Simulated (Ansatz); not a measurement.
## Al(111) film, 3 layers, groove: surface scattering

How does Al(111) film, 3 layers, groove scatter electrons that run along the film?

Program: Ansatz 0.2.0. Level of theory: Ansatz plane-wave DFT, PBE, PAW files; relaxation of the atoms about the surface defect; PAW set soft_1, in the first sound run; inputs show where later runs differ. Results are calculated unless marked as measured.

**1. The starting structure**

The cell holds 46 atoms: 46 Al. Its edges and angles: a = 15.674 Å, b = 2.862 Å, c = 39.662 Å, α = 90.0°, β = 90.0°, γ = 90.0°. It derives from Al. Vacuum lies along a. The structure's axis is c.

**2. Relaxing about the defect**

The neighbours of the defect are let go while the lead's layers stay on their sites, since a lead must repeat to 0.01 Å.

input.yaml

```yaml
crystal:
  lattice:
    - [15.6741931383, 0.0, 0.0]
    - [0.0, 2.862347037, 0.0]
    - [0.0, 0.0, 39.6618439764]
  atoms:
    - { symbol: Al, position: [0.2870961178, 0.0, 0.0] }
    - { symbol: Al, position: [0.2870961178, 0.5, 0.0625] }
    - { symbol: Al, position: [0.4362008627, 0.0, 0.0416666667] }
    - { symbol: Al, position: [0.4362008627, 0.5, 0.1041666667] }
    - { symbol: Al, position: [0.5853056076, 0.0, 0.0833333333] }
    - { symbol: Al, position: [0.5853056076, 0.5, 0.0208333333] }
    - { symbol: Al, position: [0.2870961178, 0.0, 0.125] }
    - { symbol: Al, position: [0.2870961178, 0.5, 0.1875] }
    - { symbol: Al, position: [0.4362008627, 0.0, 0.1666666667] }
    - { symbol: Al, position: [0.4362008627, 0.5, 0.2291666667] }
    - { symbol: Al, position: [0.5853056076, 0.0, 0.2083333333] }
    - { symbol: Al, position: [0.5853056076, 0.5, 0.1458333333] }
    - { symbol: Al, position: [0.2870961178, 0.0, 0.25] }
    - { symbol: Al, position: [0.2870961178, 0.5, 0.3125] }
    - { symbol: Al, position: [0.4362008627, 0.0, 0.2916666667] }
    - { symbol: Al, position: [0.4362008627, 0.5, 0.3541666667] }
    - { symbol: Al, position: [0.5853056076, 0.0, 0.3333333333] }
    - { symbol: Al, position: [0.5853056076, 0.5, 0.2708333333] }
    - { symbol: Al, position: [0.2870961178, 0.0, 0.375] }
    - { symbol: Al, position: [0.2870961178, 0.5, 0.4375] }
    - { symbol: Al, position: [0.4362008627, 0.0, 0.4166666667] }
    - { symbol: Al, position: [0.4362008627, 0.5, 0.4791666667] }
    - { symbol: Al, position: [0.5853056076, 0.5, 0.3958333333] }
    - { symbol: Al, position: [0.2870961178, 0.0, 0.5] }
    - { symbol: Al, position: [0.2870961178, 0.5, 0.5625] }
    - { symbol: Al, position: [0.4362008627, 0.0, 0.5416666667] }
    - { symbol: Al, position: [0.4362008627, 0.5, 0.6041666667] }
    - { symbol: Al, position: [0.5853056076, 0.0, 0.5833333333] }
    - { symbol: Al, position: [0.2870961178, 0.0, 0.625] }
    - { symbol: Al, position: [0.2870961178, 0.5, 0.6875] }
    - { symbol: Al, position: [0.4362008627, 0.0, 0.6666666667] }
    - { symbol: Al, position: [0.4362008627, 0.5, 0.7291666667] }
    - { symbol: Al, position: [0.5853056076, 0.0, 0.7083333333] }
    - { symbol: Al, position: [0.5853056076, 0.5, 0.6458333333] }
    - { symbol: Al, position: [0.2870961178, 0.0, 0.75] }
    - { symbol: Al, position: [0.2870961178, 0.5, 0.8125] }
    - { symbol: Al, position: [0.4362008627, 0.0, 0.7916666667] }
    - { symbol: Al, position: [0.4362008627, 0.5, 0.8541666667] }
    - { symbol: Al, position: [0.5853056076, 0.0, 0.8333333333] }
    - { symbol: Al, position: [0.5853056076, 0.5, 0.7708333333] }
    - { symbol: Al, position: [0.2870961178, 0.0, 0.875] }
    - { symbol: Al, position: [0.2870961178, 0.5, 0.9375] }
    - { symbol: Al, position: [0.4362008627, 0.0, 0.9166666667] }
    - { symbol: Al, position: [0.4362008627, 0.5, 0.9791666667] }
    - { symbol: Al, position: [0.5853056076, 0.0, 0.9583333333] }
    - { symbol: Al, position: [0.5853056076, 0.5, 0.8958333333] }
kpoints:
  mp_grid: { grid: [1, 8, 1] }
hamiltonian:
  xc: pbe
  pseudopotentials: { kind: paw, azcp: { folder: soft_1 } }
scf:
  occupations: { method: fermi_dirac, width: 0.1 }
relax:
  f_tol: 0.03
  max_steps: 40
  constraints:
    - { sites: [0, 1, 2, 3, 4, 5, 6, 7, 8, 9, 10, 11, 12, 13, 14, 15, 16, 17, 18, 19, 23, 24, 28, 29, 30, 31, 32, 33, 34, 35, 36, 37, 38, 39, 40, 41, 42, 43, 44, 45] }
```

Command:

```bash
> ansatz run input.yaml --threads 8 --pin off --max-ram 15360MiB --backend cpu --events-out ev --progress --plain --runs-dir out
```

Numbers of over 12 decimals in the logs are rounded to 6 here.

What it wrote:

```text
Engine: ansatz 0.2.0, aarch64-unknown-linux-gnu
Pseudopotentials: kind: paw
Pseudopotential: Al, paw, valence charge 3, recommended cutoff 420 eV (normal), soft_1/Al.paw.azcp
Functional definition: PBE
  parameter kappa = 0.804
  parameter beta = 0.066725
  exchange = pbe_x(kappa = kappa, mu = beta*pi^2/3)
  correlation = pbe_c(beta = beta)
Crystal: 46 atoms, lattice volume = 1779.428 Å³
Basis set: ecut = 420 eV, 34821 PW (Γ), exchange–correlation on 216×40×540 points (8 copies of the dense FFT grid, shifted against one another)
Bands: 115, of which v1, the nominal top of the filled ones, is band 69 counted from 1 (68 counted from 0)
Symmetry: 2 space group operations
Space group: Pm (ITA 6), of the structure as read, at distance tolerance 1.2e-4 Å
k-points: 5 of 8
Non-local potential: Al, projectors of the file, l = 0: 2, l = 1: 2, l = 2: 1
PAW form: soft (Blöchl's): semilocal exchange-correlation on the pseudo side does not see the compensation charge
PAW one-centre angular grid: Al, 110 points (default); XC on 64 Gauss nodes
Initial density: superposition of atomic densities (neutral atoms: chi_scale 0, normalization atom)
Initial wavefunctions: pseudopotential atomic-orbital guess
Functional: x = pbe(κ = 0.804, μ = 0.219515), c = pbe(β = 0.066725)
SCF iter   1: F=—  HF=-24722.101786 eV  |F-HF|=—  |Δ(HF+E_count)|=         —  Δρ=1.93e-2  dr2=4.81e1  ethr=3.10e-3  ⟨swp⟩=9.6  Hψ=3546  notcnv=0  defer=10
preconditioner: auto → LDOS  [metal: Δε(μ)=0.070 eV  Ē_g=6.372 eV  σ=0.100 eV  W_gap=0.17  n_scr=158 (ndim 8)  ℏωp=10.3 eV  f_vac=0.371  D(μ)=16.32/eV (n_scr^D=82)  β→1.0]
SCF iter   2: F=—  HF=-24716.111963 eV  |F-HF|=—  |Δ(HF+E_count)|=    5.99e0  Δρ=1.22e-2  dr2=2.03e1  ethr=3.10e-3  ⟨swp⟩=6.2  Hψ=1671  notcnv=0  defer=34
SCF iter   3: F=—  HF=-24713.883843 eV  |F-HF|=—  |Δ(HF+E_count)|=    2.23e0  Δρ=2.08e-3  dr2=4.10e-1  ethr=3.10e-3  ⟨swp⟩=4.6  Hψ=1475  notcnv=0  defer=36
SCF iter   4: F=—  HF=-24713.841513 eV  |F-HF|=—  |Δ(HF+E_count)|=   4.23e-2  Δρ=3.48e-4  dr2=6.61e-3  ethr=2.97e-4  ⟨swp⟩=2.6  Hψ=886  notcnv=0  defer=36
SCF iter   5: F=—  HF=-24713.842406 eV  |F-HF|=—  |Δ(HF+E_count)|=   8.93e-4  Δρ=1.31e-4  dr2=9.38e-4  ethr=4.79e-6  ⟨swp⟩=2.4  Hψ=1044  notcnv=0  defer=36
SCF iter   6: F=—  HF=-24713.842449 eV  |F-HF|=—  |Δ(HF+E_count)|=   4.33e-5  Δρ=2.53e-5  dr2=2.70e-5  ethr=6.80e-7  ⟨swp⟩=2.4  Hψ=892  notcnv=0  defer=36
SCF iter   7: F=-24713.842458 eV  HF=-24713.842460 eV  |F-HF|=1.71e-6  |Δ(HF+E_count)|=   1.09e-5  Δρ=7.23e-6  dr2=3.69e-6  ethr=1.63e-8  ⟨swp⟩=4.4  Hψ=1680  notcnv=0
SCF 1 converged in 7 iterations: F = -24713.842458 eV  dr2 = 3.69e-6
  greatest PAW one-centre occupation: 0.489 electrons in one spin orbital (limit 2), on the Al atom at site 27 (counted from 0), in its partial waves of l = 0
relax step   1: F+E_penalty+E_count = -24713.84245846 eV  Δ(F+E_penalty+E_count) = +0.000e0 eV  max|allowed force component| = 2.780e-1 eV/Å  Δτ_max = 0.0000 Å  (7 SCF iters, dr2 threshold 2.25e-5 eV, accepted)
Initial density: handed on by an earlier stage of this run
Initial wavefunctions: those handed on with the density
iter 1 solved again at ethr=9.13e-5 eV; its pass at ethr=3.10e-3 eV (dr2=1.26e-1 eV) is discarded
SCF iter   1: F=—  HF=-24713.900975 eV  |F-HF|=—  |Δ(HF+E_count)|=         —  Δρ=8.86e-4  dr2=1.08e-1  ethr=9.13e-5  ⟨swp⟩=1.0  Hψ=1834  notcnv=0  defer=41
preconditioner: auto → LDOS  [metal: Δε(μ)=0.047 eV  Ē_g=6.109 eV  σ=0.100 eV  W_gap=0.12  n_scr=158 (ndim 8)  ℏωp=10.3 eV  f_vac=0.404  D(μ)=18.39/eV (n_scr^D=94)  β→1.0]
SCF iter   2: F=—  HF=-24713.888785 eV  |F-HF|=—  |Δ(HF+E_count)|=   1.22e-2  Δρ=5.03e-4  dr2=1.82e-2  ethr=7.82e-5  ⟨swp⟩=2.0  Hψ=741  notcnv=0  defer=41
SCF iter   3: F=—  HF=-24713.887329 eV  |F-HF|=—  |Δ(HF+E_count)|=   1.46e-3  Δρ=1.03e-4  dr2=9.28e-4  ethr=1.32e-5  ⟨swp⟩=2.0  Hψ=832  notcnv=0  defer=41
SCF iter   4: F=—  HF=-24713.887133 eV  |F-HF|=—  |Δ(HF+E_count)|=   1.96e-4  Δρ=2.17e-5  dr2=2.37e-5  ethr=6.73e-7  ⟨swp⟩=2.2  Hψ=936  notcnv=0  defer=41
SCF iter   5: F=-24713.887139 eV  HF=-24713.887139 eV  |F-HF|=2.10e-7  |Δ(HF+E_count)|=   5.25e-6  Δρ=5.73e-6  dr2=1.34e-6  ethr=3.50e-9  ⟨swp⟩=5.0  Hψ=1963  notcnv=0
SCF 2 converged in 5 iterations: F = -24713.887139 eV  dr2 = 1.34e-6
  greatest PAW one-centre occupation: 0.487 electrons in one spin orbital (limit 2), on the Al atom at site 27 (counted from 0), in its partial waves of l = 0
relax step   2: F+E_penalty+E_count = -24713.88713851 eV  Δ(F+E_penalty+E_count) = -4.468e-2 eV  max|allowed force component| = 4.744e-2 eV/Å  Δτ_max = 0.0992 Å  (5 SCF iters, dr2 threshold 4.83e-6 eV, accepted)
SCF iter   1: F=—  HF=-24713.888791 eV  |F-HF|=—  |Δ(HF+E_count)|=         —  Δρ=1.63e-4  dr2=3.43e-3  ethr=3.11e-5  ⟨swp⟩=3.0  Hψ=1264  notcnv=0  defer=41
preconditioner: auto → LDOS  [metal: Δε(μ)=0.044 eV  Ē_g=6.108 eV  σ=0.100 eV  W_gap=0.11  n_scr=158 (ndim 8)  ℏωp=10.3 eV  f_vac=0.405  D(μ)=18.25/eV (n_scr^D=94)  β→1.0]
SCF iter   2: F=—  HF=-24713.888409 eV  |F-HF|=—  |Δ(HF+E_count)|=   3.82e-4  Δρ=5.98e-5  dr2=1.70e-4  ethr=2.49e-6  ⟨swp⟩=2.0  Hψ=819  notcnv=0  defer=41
SCF iter   3: F=—  HF=-24713.888412 eV  |F-HF|=—  |Δ(HF+E_count)|=   2.81e-6  Δρ=1.58e-5  dr2=2.47e-5  ethr=1.23e-7  ⟨swp⟩=2.2  Hψ=894  notcnv=0  defer=41
SCF iter   4: F=—  HF=-24713.888345 eV  |F-HF|=—  |Δ(HF+E_count)|=   6.73e-5  Δρ=4.02e-6  dr2=1.27e-6  ethr=1.79e-8  ⟨swp⟩=2.4  Hψ=905  notcnv=0  defer=41
SCF iter   5: F=-24713.888344 eV  HF=-24713.888344 eV  |F-HF|=1.95e-8  |Δ(HF+E_count)|=   6.50e-8  Δρ=9.39e-7  dr2=4.91e-8  ethr=7.25e-11  ⟨swp⟩=5.6  Hψ=2027  notcnv=0
SCF 3 converged in 5 iterations: F = -24713.888344 eV  dr2 = 4.91e-8
relax step   3: F+E_penalty+E_count = -24713.88834447 eV  Δ(F+E_penalty+E_count) = -1.206e-3 eV  max|allowed force component| = 4.724e-3 eV/Å  Δτ_max = 0.0218 Å  (5 SCF iters, accepted)
SCF converged after 5 iterations
Free energy (F): -24713.888344 eV
Harris-Foulkes:  -24713.888344 eV  (|F-HF|=1.95e-8)
Internal energy: -24713.282560 eV  (E = F + TS)
E sigma→0 (E₀):  -24713.585452 eV
Entropy (-TS):   -0.605785 eV (-13.169 meV/atom)
Fermi energy:    1.196376 eV
--- Per-component energies (eV) ---
  E_band       = -393.913923
  E_kinetic    = 973.669292
  E_local      = -12714.860940  (includes V_loc(G=0)·N_el)
  E_nonlocal   = 464.649247
  E_hartree    = 6166.984033
  E_xc         = -1696.647837
  E_vxc        = -1291.791610  (∫ρ·V_xc dr)
  E_paw        = -21590.716222  (= ΣΔE_a)
  E_vpaw       = -159.547960  (= ΣTr[D̂ρ^β])
  E_aug_tail   = -0.000093  (compensation charges beyond the density's cutoff)
  E_ewald      = 3683.639961
  E_smearing   = -0.605785  (= −TS)
  E_closure    = 0.000000  (closes the sum)
  Σ components = -24713.888344   (vs F -24713.888344, Δ=0.00e0)
--- Forces (eV/Å), atoms counted from 1 ---
  atom   1  Al     0.08146619     0.00000000     0.01868374
  atom   2  Al     0.07470823     0.00000000     0.01963036
  atom   3  Al     0.02947814     0.00000000    -0.01772510
  atom   4  Al     0.02049422     0.00000000     0.00325334
  atom   5  Al    -0.09315176     0.00000000    -0.00727738
  atom   6  Al    -0.08875243     0.00000000     0.03178667
  atom   7  Al     0.07407864     0.00000000     0.04193814
  atom   8  Al     0.09457622     0.00000000    -0.02608145
  atom   9  Al    -0.01985093     0.00000000    -0.01894864
  atom  10  Al    -0.02417812     0.00000000     0.04477901
  atom  11  Al    -0.07535287     0.00000000    -0.00952636
  atom  12  Al    -0.09818015     0.00000000    -0.03305910
  atom  13  Al     0.08379677     0.00000000    -0.02006049
  atom  14  Al     0.11495593     0.00000000     0.00706749
  atom  15  Al    -0.01325019     0.00000000     0.05712418
  atom  16  Al    -0.14729399     0.00000000     0.05503485
  atom  17  Al    -0.11193865     0.00000000    -0.22987928
  atom  18  Al    -0.05694880     0.00000000     0.02484496
  atom  19  Al     0.13879435     0.00000000     0.05159439
  atom  20  Al     0.03342808     0.00000000    -0.04308707
  atom  21  Al     0.00371230     0.00000000     0.00145871
  atom  22  Al     0.00472363     0.00000000     0.00448025
  atom  23  Al     0.00209021     0.00000000    -0.00106254
  atom  24  Al    -0.03876795     0.00000000     0.04473840
  atom  25  Al     0.13868965     0.00000000     0.00034582
  atom  26  Al    -0.00072600     0.00000000     0.00356149
  atom  27  Al     0.00342024     0.00000000    -0.00299168
  atom  28  Al     0.00145317     0.00000000    -0.00191775
  atom  29  Al     0.04060795     0.00000000    -0.08021330
  atom  30  Al     0.10661817     0.00000000     0.05858295
  atom  31  Al    -0.01866469     0.00000000     0.02925207
  atom  32  Al    -0.05164928     0.00000000     0.01283229
  atom  33  Al    -0.08127914     0.00000000    -0.04568633
  atom  34  Al    -0.14529309     0.00000000     0.09901820
  atom  35  Al     0.07033799     0.00000000    -0.03768920
  atom  36  Al     0.08835386     0.00000000    -0.00550979
  atom  37  Al     0.01054025     0.00000000     0.02257014
  atom  38  Al     0.02851910     0.00000000    -0.02581487
  atom  39  Al    -0.10950046     0.00000000     0.02295348
  atom  40  Al    -0.09036903     0.00000000    -0.00824830
  atom  41  Al     0.06920071     0.00000000    -0.00628004
  atom  42  Al     0.07696794     0.00000000    -0.01179519
  atom  43  Al     0.03397251     0.00000000     0.01431831
  atom  44  Al     0.02646602     0.00000000    -0.00403889
  atom  45  Al    -0.08593432     0.00000000    -0.03213862
  atom  46  Al    -0.10035776     0.00000000    -0.00082128
  max |Σ_I F_I| component: 1.09e-5 eV/Å
--- Relaxed structure (3 steps of the walk, 3 accepted, 0 SCFs on fresh bases) ---
  F+E_penalty+E_count = -24713.88834447 eV   max|allowed force component| = 4.724e-3 eV/Å
  atoms:
    - { symbol: Al, position: [0.2870961178, 0.0, 0.0] }
    - { symbol: Al, position: [0.2870961178, 0.5, 0.0625] }
    - { symbol: Al, position: [0.436201, 0.0, 0.0416666667] }
    - { symbol: Al, position: [0.436201, 0.5, 0.1041666667] }
    - { symbol: Al, position: [0.5853056076, 0.0, 0.0833333333] }
    - { symbol: Al, position: [0.5853056076, 0.5, 0.0208333333] }
    - { symbol: Al, position: [0.2870961178, 0.0, 0.125] }
    - { symbol: Al, position: [0.2870961178, 0.5, 0.1875] }
    - { symbol: Al, position: [0.436201, 0.0, 0.1666666667] }
    - { symbol: Al, position: [0.436201, 0.5, 0.229167] }
    - { symbol: Al, position: [0.5853056076, 0.0, 0.2083333333] }
    - { symbol: Al, position: [0.5853056076, 0.5, 0.1458333333] }
    - { symbol: Al, position: [0.2870961178, 0.0, 0.25] }
    - { symbol: Al, position: [0.2870961178, 0.5, 0.3125] }
    - { symbol: Al, position: [0.436201, 0.0, 0.2916666667] }
    - { symbol: Al, position: [0.436201, 0.5, 0.3541666667] }
    - { symbol: Al, position: [0.5853056076, 0.0, 0.3333333333] }
    - { symbol: Al, position: [0.5853056076, 0.5, 0.2708333333] }
    - { symbol: Al, position: [0.2870961178, 0.0, 0.375] }
    - { symbol: Al, position: [0.2870961178, 0.5, 0.4375] }
    - { symbol: Al, position: [0.440505, 0.0, 0.418513] }
    - { symbol: Al, position: [0.439222, 0.5, 0.479983] }
    - { symbol: Al, position: [0.582458, 0.5, 0.394156] }
    - { symbol: Al, position: [0.2870961178, 0.0, 0.5] }
    - { symbol: Al, position: [0.2870961178, 0.5, 0.5625] }
    - { symbol: Al, position: [0.442809, 0.0, 0.541062] }
    - { symbol: Al, position: [0.433974, 0.5, 0.604332] }
    - { symbol: Al, position: [0.582907, 0.0, 0.584703] }
    - { symbol: Al, position: [0.2870961178, 0.0, 0.625] }
    - { symbol: Al, position: [0.2870961178, 0.5, 0.6875] }
    - { symbol: Al, position: [0.436201, 0.0, 0.6666666667] }
    - { symbol: Al, position: [0.436201, 0.5, 0.7291666667] }
    - { symbol: Al, position: [0.5853056076, 0.0, 0.7083333333] }
    - { symbol: Al, position: [0.5853056076, 0.5, 0.6458333333] }
    - { symbol: Al, position: [0.2870961178, 0.0, 0.75] }
    - { symbol: Al, position: [0.2870961178, 0.5, 0.812500] }
    - { symbol: Al, position: [0.436201, 0.0, 0.7916666667] }
    - { symbol: Al, position: [0.436201, 0.5, 0.8541666667] }
    - { symbol: Al, position: [0.5853056076, 0.0, 0.8333333333] }
    - { symbol: Al, position: [0.5853056076, 0.5, 0.7708333333] }
    - { symbol: Al, position: [0.2870961178, 0.0, 0.875] }
    - { symbol: Al, position: [0.2870961178, 0.5, 0.937500] }
    - { symbol: Al, position: [0.436201, 0.0, 0.916667] }
    - { symbol: Al, position: [0.436201, 0.5, 0.9791666667] }
    - { symbol: Al, position: [0.5853056076, 0.0, 0.958333] }
    - { symbol: Al, position: [0.5853056076, 0.5, 0.8958333333] }
```

The job ended after 37 s (8 threads of Arm Neoverse V2, shared host; peak memory 4.1 GiB).

The steps of the relaxation:

| step | energy less that of the first step (eV) | largest force component (eV/Å) |
| --- | --- | --- |
| 1 | 0.0000 | 0.2780 |
| 2 | -0.0447 | 0.0474 |
| 3 | -0.0459 | 0.0047 |

Forces are held to the 2 operations that the run works with; a distortion that breaks them can't arise in this run.

The atoms that moved most (Å):

| atom | dx | dy | dz | length |
| --- | --- | --- | --- | --- |
| Al26 | 0.104 | 0.000 | -0.024 | 0.106 |
| Al21 | 0.067 | 0.000 | 0.073 | 0.100 |
| Al23 | -0.045 | 0.000 | -0.067 | 0.080 |
| Al28 | -0.038 | 0.000 | 0.054 | 0.066 |
| Al22 | 0.047 | 0.000 | 0.032 | 0.057 |
| Al27 | -0.035 | 0.000 | 0.007 | 0.036 |

This step gave:

| Quantity | Value |
| --- | --- |
| free energy | -24713.8883 eV |
| energy at zero smearing | -24713.5855 eV |
| Fermi energy | 1.196 eV |

The largest force component on a free atom ends at 0.0047 eV/Å, under the tolerance of 0.03, after 3 steps.

(Part 1 of 2 ends here.)

[Logs are printed without paths, hosts, clocks, repeated set-up lines and the standing remarks that a program may print on its own settings, such as how far it seeks lower states.]

[Hosts, paths, dates, database ids (printed as entryN), source tags and the programs' standing remarks are cut or masked in the printed files.]
